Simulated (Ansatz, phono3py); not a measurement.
# Al2O3 (Corundum, R-3c): solver, mesh and scattering choices in phono3py, part 4 of 5

Aim: with force constants in hand, see how mesh, solver, isotopes and boundaries change the conductivity of Al2O3 (Corundum).

Measurements to reproduce:
- thermal conductivity 30 W/m/K near room temperature (given in “Combining the AFLOW GIBBS and Elastic Libraries to efficiently and robustly screen thermo-mechanical properties of solids”, 2017, arXiv:1611.05714)

Ansatz 0.2.0 and phono3py 4.10.0; DFT LDA, scalar-relativistic, plane waves, PAW; PAW set soft_1 (the session's first sound run).

So far, κ at 300 K (W/m/K): step 3 (relaxation-time solution) 38.3; step 9 (q-mesh of the transport sums 11×11×11) 37.7; step 11 (boundary mean free path 0.1 micrometre) 23.8; step 12 (boundary mean free path 0.3 micrometre) 29.7; step 14 (solver RTA with coherences (SMM19)) 38.9.

## Step 15: Gaussian smearing, third order supercell 2×2×2, supercell 2×2×2

Level of this step: DFT LDA, scalar-relativistic, plane waves, PAW; PAW set soft_1; phono3py on Ansatz's force constants (phono3py).

A Gaussian replaces the tetrahedron method for energy conservation; its width must match the mesh.

Input file phono3py.yaml:

```yaml
phono3py:
  version: "4.10.0"
  frequency_unit_conversion_factor: 15.633302
  symmetry_tolerance: 1.00000e-05

physical_unit:
  atomic_mass: "AMU"
  length: "angstrom"

space_group:
  type: "R-3c"
  number: 167
  Hall_symbol: "-R 3 2\"c"

primitive_matrix:
- [  1.000000000000000,  0.000000000000000,  0.000000000000000 ]
- [  0.000000000000000,  1.000000000000000,  0.000000000000000 ]
- [  0.000000000000000,  0.000000000000000,  1.000000000000000 ]

supercell_matrix:
- [   2,   0,   0 ]
- [   0,   2,   0 ]
- [   0,   0,   2 ]

# [primitive_cell block left out]
unit_cell:
  lattice:
  - [     2.364341356932580,     1.365053118881190,     4.296695850500000 ] # a
  - [    -2.364341356932580,     1.365053118881190,     4.296695850500000 ] # b
  - [     0.000000000000000,    -2.730106237762380,     4.296695850500000 ] # c
  points:
  - symbol: Al # 1
    coordinates: [  0.351980285900000,  0.351980285900000,  0.351980285900000 ]
    mass: 26.981538
    reduced_to: 1
  - symbol: Al # 2
    coordinates: [  0.148019714100000,  0.148019714100000,  0.148019714100000 ]
    mass: 26.981538
    reduced_to: 2
  - symbol: Al # 3
    coordinates: [  0.648019714100000,  0.648019714100000,  0.648019714100000 ]
    mass: 26.981538
    reduced_to: 3
  - symbol: Al # 4
    coordinates: [  0.851980285900000,  0.851980285900000,  0.851980285900000 ]
    mass: 26.981538
    reduced_to: 4
  - symbol: O # 5
    coordinates: [  0.555830463500000,  0.944169536500000,  0.250000000000000 ]
    mass: 15.999000
    reduced_to: 5
  - symbol: O # 6
    coordinates: [  0.250000000000000,  0.555830463500000,  0.944169536500000 ]
    mass: 15.999000
    reduced_to: 6
  - symbol: O # 7
    coordinates: [  0.944169536500000,  0.250000000000000,  0.555830463500000 ]
    mass: 15.999000
    reduced_to: 7
  - symbol: O # 8
    coordinates: [  0.444169536500000,  0.055830463500000,  0.750000000000000 ]
    mass: 15.999000
    reduced_to: 8
  - symbol: O # 9
    coordinates: [  0.750000000000000,  0.444169536500000,  0.055830463500000 ]
    mass: 15.999000
    reduced_to: 9
  - symbol: O # 10
    coordinates: [  0.055830463500000,  0.750000000000000,  0.444169536500000 ]
    mass: 15.999000
    reduced_to: 10

# [supercell block left out]
phonon_supercell_matrix:
- [   2,   0,   0 ]
- [   0,   2,   0 ]
- [   0,   0,   2 ]

# [phonon_primitive_cell block left out]
# [phonon_supercell block left out]
nac:
  born_effective_charge:
  - # 1 (Al)
    - [  2.963474405521225, -0.027310643508614,  0.000000000000000 ]
    - [  0.027310643508614,  2.963474405521223,  0.000000000000000 ]
    - [  0.000000000000000,  0.000000000000000,  2.931026863845152 ]
  - # 2 (Al)
    - [  2.963474405521225,  0.027310643508614,  0.000000000000000 ]
    - [ -0.027310643508614,  2.963474405521223,  0.000000000000000 ]
    - [  0.000000000000000,  0.000000000000000,  2.931026863845152 ]
  - # 3 (Al)
    - [  2.963474405521224, -0.027310643508614,  0.000000000000000 ]
    - [  0.027310643508614,  2.963474405521222,  0.000000000000000 ]
    - [  0.000000000000000,  0.000000000000000,  2.931026863845152 ]
  - # 4 (Al)
    - [  2.963474405521224,  0.027310643508614,  0.000000000000000 ]
    - [ -0.027310643508614,  2.963474405521223,  0.000000000000000 ]
    - [  0.000000000000000,  0.000000000000000,  2.931026863845152 ]
  - # 5 (O)
    - [ -2.075813574684076,  0.000000000000000,  0.000000000000000 ]
    - [  0.000000000000000, -1.875485632677554,  0.260479036326533 ]
    - [  0.000000000000000,  0.351644526849316, -1.954017909230102 ]
  - # 6 (O)
    - [ -1.925567618179186,  0.086744543432751, -0.225581462612068 ]
    - [  0.086744543432751, -2.025731589182445, -0.130239518163267 ]
    - [ -0.304533093353267, -0.175822263424658, -1.954017909230101 ]
  - # 7 (O)
    - [ -1.925567618179186, -0.086744543432751,  0.225581462612068 ]
    - [ -0.086744543432751, -2.025731589182445, -0.130239518163267 ]
    - [  0.304533093353267, -0.175822263424658, -1.954017909230101 ]
  - # 8 (O)
    - [ -2.075813574684076,  0.000000000000000,  0.000000000000000 ]
    - [  0.000000000000000, -1.875485632677554,  0.260479036326533 ]
    - [  0.000000000000000,  0.351644526849316, -1.954017909230102 ]
  - # 9 (O)
    - [ -1.925567618179187,  0.086744543432751, -0.225581462612068 ]
    - [  0.086744543432751, -2.025731589182445, -0.130239518163267 ]
    - [ -0.304533093353267, -0.175822263424658, -1.954017909230101 ]
  - # 10 (O)
    - [ -1.925567618179186, -0.086744543432751,  0.225581462612068 ]
    - [ -0.086744543432751, -2.025731589182445, -0.130239518163267 ]
    - [  0.304533093353267, -0.175822263424658, -1.954017909230101 ]
  dielectric_constant:
    - [  3.246062244621815,  0.000000000000000,  0.000000000000000 ]
    - [  0.000000000000000,  3.246062244621811,  0.000000000000000 ]
    - [  0.000000000000000,  0.000000000000000,  3.206155143223621 ]
  unit_conversion_factor: 14.399645
```

Launch:

```sh
> phono3py phono3py.yaml --mesh 13 13 13 --br --isotope --sigma 0.05 --ts 100 300 600
```

The program printed:

```text
[banner, memory and clock lines left out]
Rust backend (phonors) using rayon (8 threads).
Running in phono3py.load mode.
Spglib version 2.8.0
----------------------------- General settings -----------------------------
Run mode: conductivity-RTA
HDF5 data compression filter: gzip
Crystal structure was read from "phono3py.yaml".
Supercell (dim): [2 2 2]
Phonon supercell (dim-fc2): [2 2 2]
Primitive matrix:
  [1. 0. 0.]
  [0. 1. 0.]
  [0. 0. 1.]
Spacegroup: R-3c (167)
Use -v option to watch primitive cell, unit cell, and supercell structures.
NAC parameters were read from "phono3py.yaml".
fc3 was read from "fc3.hdf5".
fc2 was read from "fc2.hdf5".
----------------------------- Force constants ------------------------------
Max drift of fc3: 0.00000300 (xyy) 0.00000300 (xyy) 0.00000300 (xyy)
Max drift of fc2: 0.00001000 (xx) 0.00001000 (xx)
--------------------------- Calculation settings ---------------------------
Non-analytical term correction (NAC): True
NAC unit conversion factor:  14.39964
BZ integration: Smearing=0.05
Temperature:  100.0  300.0  600.0
Cutoff frequency: 0.01
Mesh sampling: [ 13 13 13 ]
Generating grid system ... [ 13 13 13 ]
fc3-r2q-transformation over three atoms: True
--------------------------- Phonon calculations ----------------------------
  PRB 50, 13035(R) (1994), PRB 55, 10355 (1997)
  G-cutoff distance: 0.95, Number of G-points: 297, Lambda: 0.18
Running harmonic phonon calculations...
-------------------- Lattice thermal conductivity (RTA) --------------------
Running heat capacity calculations...
Running velocity calculations...
Running isotope scattering calculations sigma=0.05...
======================= Grid point 0 (1/231) =======================
q-point: ( 0.00  0.00  0.00)
Boundary mean free path (millimeter): 1000.000
Mass variance parameters: 0.00e+00 0.00e+00 0.00e+00 0.00e+00 3.36e-05 3.36e-05 3.36e-05 3.36e-05 3.36e-05 3.36e-05
Number of triplets: 231
Frequency     group velocity (x, y, z)     |gv|
   0.006   (   0.000    0.000    0.000)    0.000
   0.007   (   0.000    0.000    0.000)    0.000
   0.008   (   0.000    0.000    0.000)    0.000
   9.303   (   0.000    0.000    0.000)    0.000
  11.189   (   0.000    0.000    0.000)    0.000
  11.189   (   0.000    0.000    0.000)    0.000
  11.657   (   0.000    0.000    0.000)    0.000
  11.657   (   0.000    0.000    0.000)    0.000
  11.870   (   0.000    0.000    0.000)    0.000
  12.548   (   0.000    0.000    0.000)    0.000
  13.030   (   0.000    0.000    0.000)    0.000
  13.030   (   0.000    0.000    0.000)    0.000
  13.139   (   0.000    0.000    0.000)    0.000
  13.139   (   0.000    0.000    0.000)    0.000
  13.350   (   0.000    0.000    0.000)    0.000
  13.350   (   0.000    0.000    0.000)    0.000
[...]
======================= Grid point 1 (2/231) =======================
q-point: ( 0.08  0.00  0.00)
Boundary mean free path (millimeter): 1000.000
Mass variance parameters: 0.00e+00 0.00e+00 0.00e+00 0.00e+00 3.36e-05 3.36e-05 3.36e-05 3.36e-05 3.36e-05 3.36e-05
Number of triplets: 595
Frequency     group velocity (x, y, z)     |gv|
[...]
[18 lines left out]
[...]
[228 grid points left out]
======================= Grid point 1106 (231/231) =======================
q-point: ( 0.54  0.46  0.46)
Boundary mean free path (millimeter): 1000.000
Mass variance parameters: 0.00e+00 0.00e+00 0.00e+00 0.00e+00 3.36e-05 3.36e-05 3.36e-05 3.36e-05 3.36e-05 3.36e-05
Number of triplets: 595
Frequency     group velocity (x, y, z)     |gv|
[...]
19.817   (  -5.984   -3.455    6.339)    9.377
  19.825   (  -8.895   -5.135   -6.846)   12.343
  20.699   (  -8.043   -4.644   20.850)   22.825
  20.961   (   4.835    2.791  -19.668)   20.445
  20.962   (   4.010    2.315   18.850)   19.410
  21.116   (   7.736    4.466  -18.385)   20.440
  24.882   (  -5.411   -3.124   19.433)   20.412
  24.995   (  -5.534   -3.195  -18.722)   19.782
=================== End of collection of collisions ===================
----------- Thermal conductivity (W/m-k) for sigma=0.05 -----------
#  T(K)        xx         yy         zz         yz         xz         xy
  100.0     380.221    380.221    487.756     -0.000      0.000      0.000
  300.0      35.936     35.936     43.041     -0.000      0.000      0.000
  600.0      15.730     15.730     18.338     -0.000      0.000      0.000

Thermal conductivity related properties and sigma 0.05
were written into "kappa-m131313-s0.05.hdf5".
Summary of calculation was written in "phono3py.yaml".
```

Elapsed: 5.9 min, on 8 threads of Intel Xeon at 2.70GHz, shared host; peak memory 0.19 GiB.

Numbers from this step:

```yaml
kappa_at_300_k: 38.3 W/m/K
kappa_xx_yy_zz_at_300_k: 35.94, 35.94, 43.04 W/m/K
```

W/m/K. Kappa, by row:

```csv
T (K),xx,yy,zz,yz,xz,xy
100,380.2,380.2,487.8,0,0,0
300,35.94,35.94,43.04,0,0,0
600,15.73,15.73,18.34,0,0,0
```

With a width of 0.05 THz κ at 300 K is 38.3 W/(m K), -0.0 % from the tetrahedron value.

## Step 16: Gaussian smearing, third order supercell 2×2×2, supercell 2×2×2 (run 2)

A Gaussian replaces the tetrahedron method for energy conservation; its width must match the mesh.

phono3py.yaml is that of step 15.

Launch:

```sh
> phono3py phono3py.yaml --mesh 13 13 13 --br --isotope --sigma 1 --ts 100 300 600
```

The program printed:

```text
[banner, memory and clock lines left out]
Rust backend (phonors) using rayon (8 threads).
Running in phono3py.load mode.
Spglib version 2.8.0
----------------------------- General settings -----------------------------
Run mode: conductivity-RTA
HDF5 data compression filter: gzip
Crystal structure was read from "phono3py.yaml".
Supercell (dim): [2 2 2]
Phonon supercell (dim-fc2): [2 2 2]
Primitive matrix:
  [1. 0. 0.]
  [0. 1. 0.]
  [0. 0. 1.]
Spacegroup: R-3c (167)
Use -v option to watch primitive cell, unit cell, and supercell structures.
[...]
24.882   (  -5.411   -3.124   19.433)   20.412
  24.995   (  -5.534   -3.195  -18.722)   19.782
=================== End of collection of collisions ===================
----------- Thermal conductivity (W/m-k) for sigma=1.0 -----------
#  T(K)        xx         yy         zz         yz         xz         xy
  100.0     364.120    364.120    457.496     -0.000      0.000      0.000
  300.0      35.764     35.764     42.628     -0.000      0.000      0.000
  600.0      15.654     15.654     18.204     -0.000      0.000      0.000

Thermal conductivity related properties and sigma 1.0
were written into "kappa-m131313-s1.hdf5".
Summary of calculation was written in "phono3py.yaml".
```

The job ended after 5.2 min (8 threads; peak memory 0.18 GiB).

Numbers from this step:

| Item | Value |
| --- | --- |
| κ at 300 K | 38.05 W/m/K |
| κ xx, yy, zz at 300 K | 35.76, 35.76, 42.63 W/m/K |

With a width of 1 THz κ at 300 K is 38.0 W/(m K), -0.7 % from the tetrahedron value.

## Step 17: Two-phonon phase space, third order supercell 2×2×2, supercell 2×2×2

The two-phonon density of states counts the channels open to a mode, without matrix elements.

phono3py.yaml is that of step 16.

Launch:

```sh
> phono3py phono3py.yaml --mesh 19 19 19 --jdos --gp 0 --num-freq-points 80
```

The program printed:

```text
[banner, memory and clock lines left out]
Rust backend (phonors) using rayon (8 threads).
Running in phono3py.load mode.
Spglib version 2.8.0
----------------------------- General settings -----------------------------
Run mode: jdos
HDF5 data compression filter: gzip
Crystal structure was read from "phono3py.yaml".
Supercell (dim): [2 2 2]
Phonon supercell (dim-fc2): [2 2 2]
Primitive matrix:
  [1. 0. 0.]
  [0. 1. 0.]
  [0. 0. 1.]
Spacegroup: R-3c (167)
Use -v option to watch primitive cell, unit cell, and supercell structures.
NAC parameters were read from "phono3py.yaml".
fc3 was read from "fc3.hdf5".
fc2 was read from "fc2.hdf5".
----------------------------- Force constants ------------------------------
Max drift of fc3: 0.00000300 (xyy) 0.00000300 (xyy) 0.00000300 (xyy)
Max drift of fc2: 0.00001000 (xx) 0.00001000 (xx)
--------------------------- Calculation settings ---------------------------
Non-analytical term correction (NAC): True
NAC unit conversion factor:  14.39964
BZ integration: Tetrahedron-method
Cutoff frequency: 0.01
Number of frequency sampling points: 80
Mesh sampling: [ 19 19 19 ]
Generating grid system ... [ 19 19 19 ]
  PRB 50, 13035(R) (1994), PRB 55, 10355 (1997)
  G-cutoff distance: 0.95, Number of G-points: 297, Lambda: 0.18
--------------------------------- Joint DOS ---------------------------------
Running harmonic phonon calculations...
======================= Grid point 0 (1/1) =======================
q-point: ( 0.00  0.00  0.00)
Number of triplets: 670
Frequency
   0.006
   0.007
   0.008
   9.303
  11.189
  11.189
  11.657
  11.657
  11.870
  12.548
  13.030
  13.030
  13.139
  13.139
  13.350
  13.350
[...]
18.073
  18.937
  18.937
  19.277
  20.702
  22.483
  22.506
  22.506
Tetrahedron method is used.
Calculations at 80 frequency points are divided into 8 batches.
1/8: [ 1  2  3  4  5  6  7  8  9 10]
2/8: [11 12 13 14 15 16 17 18 19 20]
3/8: [21 22 23 24 25 26 27 28 29 30]
4/8: [31 32 33 34 35 36 37 38 39 40]
5/8: [41 42 43 44 45 46 47 48 49 50]
6/8: [51 52 53 54 55 56 57 58 59 60]
7/8: [61 62 63 64 65 66 67 68 69 70]
8/8: [71 72 73 74 75 76 77 78 79 80]
JDOS is written into "jdos-m191919-g0.dat".
```

It took 6.7 s on 8 threads; peak memory 0.47 GiB; 21 s of CPU time.

The joint density of states at Gamma by frequency; read off at these points:

```csv
frequency (THz),absorption class (1/THz),decay class (1/THz)
0.0,0,0
1.4,86.6,0.00355
2.7,86.8,0.0211
3.4,89.6,0.0347
4.1,82.9,0.0496
6.2,69.0,0.120
7.5,58.3,0.188
8.9,49.3,0.278
10.3,39.5,0.419
11.6,28.8,0.742
13.0,22.8,1.96
14.4,13.7,5.58
15.7,9.90,7.48
17.8,4.53,13.1
19.2,1.58,18.5
20.5,0.700,24.5
21.9,0.294,28.6
23.3,0.156,31.5
24.6,0.0632,39.6
26.0,0.00222,40.6
28.1,0,46.1
29.4,0,45.8
30.8,0,45.8
32.2,0,44.2
33.5,0,44.9
34.9,0,38.3
36.3,0,33.8
38.3,0,23.3
39.7,0,22.0
41.0,0,15.7
42.4,0,14.2
43.8,0,7.64
45.2,0,7.95
46.5,0,4.45
47.9,0,2.44
50.0,0,0.307
51.3,0,0.173
52.7,0,0.0840
54.0,0,0
```

The joint density of states at Gamma (absorption class) has its highest peak at 3.42 THz.

## Step 18: Without the dipole term, third order supercell 2×2×2, supercell 2×2×2

Dropping the dipole term tests how much its part of the interpolation matters for κ.

phono3py.yaml is that of step 17.

Launch:

```sh
> phono3py phono3py.yaml --mesh 13 13 13 --br --isotope --nonac --ts 100 300 600
```

The program printed:

```text
Rust backend (phonors) using rayon (8 threads).
Running in phono3py.load mode.
Spglib version 2.8.0
----------------------------- General settings -----------------------------
Run mode: conductivity-RTA
HDF5 data compression filter: gzip
Crystal structure was read from "phono3py.yaml".
Supercell (dim): [2 2 2]
Phonon supercell (dim-fc2): [2 2 2]
Primitive matrix:
  [1. 0. 0.]
  [0. 1. 0.]
  [0. 0. 1.]
Spacegroup: R-3c (167)
Use -v option to watch primitive cell, unit cell, and supercell structures.
fc3 was read from "fc3.hdf5".
fc2 was read from "fc2.hdf5".
----------------------------- Force constants ------------------------------
Max drift of fc3: 0.00000300 (xyy) 0.00000300 (xyy) 0.00000300 (xyy)
Max drift of fc2: 0.00001000 (xx) 0.00001000 (xx)
--------------------------- Calculation settings ---------------------------
BZ integration: Tetrahedron-method
Temperature:  100.0  300.0  600.0
Cutoff frequency: 0.01
Mesh sampling: [ 13 13 13 ]
Generating grid system ... [ 13 13 13 ]
fc3-r2q-transformation over three atoms: True
--------------------------- Phonon calculations ----------------------------
Running harmonic phonon calculations...
-------------------- Lattice thermal conductivity (RTA) --------------------
Running heat capacity calculations...
Running velocity calculations...
Running isotope scattering calculations with tetrahedron method...
======================= Grid point 0 (1/231) =======================
q-point: ( 0.00  0.00  0.00)
Boundary mean free path (millimeter): 1000.000
Mass variance parameters: 0.00e+00 0.00e+00 0.00e+00 0.00e+00 3.36e-05 3.36e-05 3.36e-05 3.36e-05 3.36e-05 3.36e-05
Number of triplets: 231
Frequency     group velocity (x, y, z)     |gv|
   0.006   (   0.000    0.000    0.000)    0.000
   0.007   (   0.000    0.000    0.000)    0.000
   0.008   (   0.000    0.000    0.000)    0.000
   9.303   (   0.000    0.000    0.000)    0.000
  11.189   (   0.000    0.000    0.000)    0.000
  11.189   (   0.000    0.000    0.000)    0.000
  11.657   (   0.000    0.000    0.000)    0.000
  11.657   (   0.000    0.000    0.000)    0.000
  11.870   (   0.000    0.000    0.000)    0.000
  12.548   (   0.000    0.000    0.000)    0.000
  13.030   (   0.000    0.000    0.000)    0.000
  13.030   (   0.000    0.000    0.000)    0.000
  13.139   (   0.000    0.000    0.000)    0.000
  13.139   (   0.000    0.000    0.000)    0.000
  13.350   (   0.000    0.000    0.000)    0.000
  13.350   (   0.000    0.000    0.000)    0.000
[...]
======================= Grid point 1 (2/231) =======================
q-point: ( 0.08  0.00  0.00)
Boundary mean free path (millimeter): 1000.000
Mass variance parameters: 0.00e+00 0.00e+00 0.00e+00 0.00e+00 3.36e-05 3.36e-05 3.36e-05 3.36e-05 3.36e-05 3.36e-05
Number of triplets: 595
Frequency     group velocity (x, y, z)     |gv|
[...]
[12 lines left out]
[...]
[228 grid points left out]
======================= Grid point 1106 (231/231) =======================
q-point: ( 0.54  0.46  0.46)
Boundary mean free path (millimeter): 1000.000
Mass variance parameters: 0.00e+00 0.00e+00 0.00e+00 0.00e+00 3.36e-05 3.36e-05 3.36e-05 3.36e-05 3.36e-05 3.36e-05
Number of triplets: 595
Frequency     group velocity (x, y, z)     |gv|
[...]
19.830   (  -3.830   -2.211   10.843)   11.710
  19.863   (  -6.872   -3.968  -10.246)   12.960
  20.790   (  -3.721   -2.148   16.267)   16.825
  20.916   (   2.327    1.343   17.668)   17.872
  21.065   (  13.134    7.583  -16.967)   22.757
  21.067   (   6.119    3.533  -16.768)   18.196
  24.812   (  -5.070   -2.927   44.175)   44.561
  25.053   (  -5.601   -3.234  -34.829)   35.424
=================== End of collection of collisions ===================
----------- Thermal conductivity (W/m-k) with tetrahedron method -----------
#  T(K)        xx         yy         zz         yz         xz         xy
  100.0     267.546    267.546    356.859     -0.000      0.000      0.000
  300.0      28.352     28.352     34.503     -0.000      0.000      0.000
  600.0      12.934     12.934     15.209     -0.000      0.000      0.000

Thermal conductivity related properties were written into
"kappa-m131313.hdf5".
Summary of calculation was written in "phono3py.yaml".
```

It took 4.5 min on 8 threads; peak memory 0.18 GiB; 35 min of CPU time.

Numbers from this step:

| Property | Result |
| --- | --- |
| κ at 300 K | 30.4 W/m/K |
| κ xx, yy, zz at 300 K | 28.35, 28.35, 34.5 W/m/K |

W/m/K. Kappa, by row:

```csv
T (K),xx,yy,zz,yz,xz,xy
100,267.5,267.5,356.9,0,0,0
300,28.35,28.35,34.5,0,0,0
600,12.93,12.93,15.21,0,0,0
```

κ at 300 K goes from 38.3 to 30.4 W/(m K). Only the interpolation between the solved wavevectors changes, and the fewer these are, the more it matters.

[end of part 4 of 5]

[Logs are printed without paths, hosts, clocks, repeated set-up lines and the standing remarks that a program may print on its own settings, such as how far it seeks lower states.]

[Hosts, paths, dates, database ids (printed as entryN), source tags and the programs' standing remarks are cut or masked in the printed files.]

[A step with changed settings may run another functional than the one named; its input shows which.]
